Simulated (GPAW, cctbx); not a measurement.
## Si2Sb: what bonding does to one electron reflection, worked out

Si2Sb, P6_222 (no. 180), a = 5.3782 Å, b = 5.3782 Å, c = 7.4416 Å, α = 90.00°, β = 90.00°, γ = 120.00°.

| atom | mult. | x | y | z |
| --- | --- | --- | --- | --- |
| Sb1 | 3 | 0 | 1/2 | 1/6 |
| Si1 | 6 | 0.2635 | 0.1318 | 1/6 |

The cell comes from substitution in a known structure type and wasn't matched to any measured phase.

A DFT run (GPAW, PBE, 450 eV, 4×4×3 k-points (along the axes of the calculation cell), Fermi–Dirac width 0.05 eV) gives the static X-ray structure factor of 101 as 73.631 e for the conventional cell; superposed free atoms give 73.780 e. **Problem.** Find the Fourier component V of the crystal potential and the two-beam extinction distance at 300 kV in both cases.

### 1. Geometry

The cell volume is Ω = 186.41 Å³ and d(101) = 3.9481 Å, so g = 1/d = 0.2533 Å⁻¹.

### 2. The nuclei

Electrons feel nuclei as well as electrons, so the nuclear charges are summed with the same phases.

Phase sums Σ exp(2πi h·x), turned so that the total is real and positive: Sb +2.000, Si -1.522. Then F_Z = 51 × (+2.000) + 14 × (-1.522) = 80.69 e. The electron term has the same sign for this reflection.

### 3. Mott–Bethe

Poisson's equation, term by term, gives V = (e/4πε₀)(F_Z − F)/(πΩg²), with e/4πε₀ = 14.3996 V Å.

The prefactor is 14.3996 × 3.9481²/(π × 186.41) = 0.38326 V per electron. Free atoms: (80.69 − 73.780) × 0.38326 = 2.647 V. Crystal: (80.69 − 73.631) × 0.38326 = 2.704 V. F changes by -0.20 % and V by +2.2 %: the same 0.15 e is measured against F_Z − F = 6.9 e in place of F = 73.8 e.

### 4. Extinction distance

In the two-beam case ξ = 1/(λU) with U = 2γm₀eV/h², that is ξ = 150.41 V Å²/(γλV).

At 300 kV, λ = 0.01969 Å and γ = 1.5871. Free atoms: ξ = 1819 Å. Crystal: ξ = 1780 Å. The thickness fringes go as sin²(πt/ξ), so the two patterns slip by a quarter of a period when t|1/ξ₁ − 1/ξ₀| = 1/4, at t ≈ 2107 nm, thicker than usual samples. Thermal motion, absorption and many-beam coupling, left out here, change a real pattern.

### 5. Answer

V(101) is 2.70 V against 2.65 V, and ξ is 1780 against 1819 Å. Limits: static atoms, two beams.
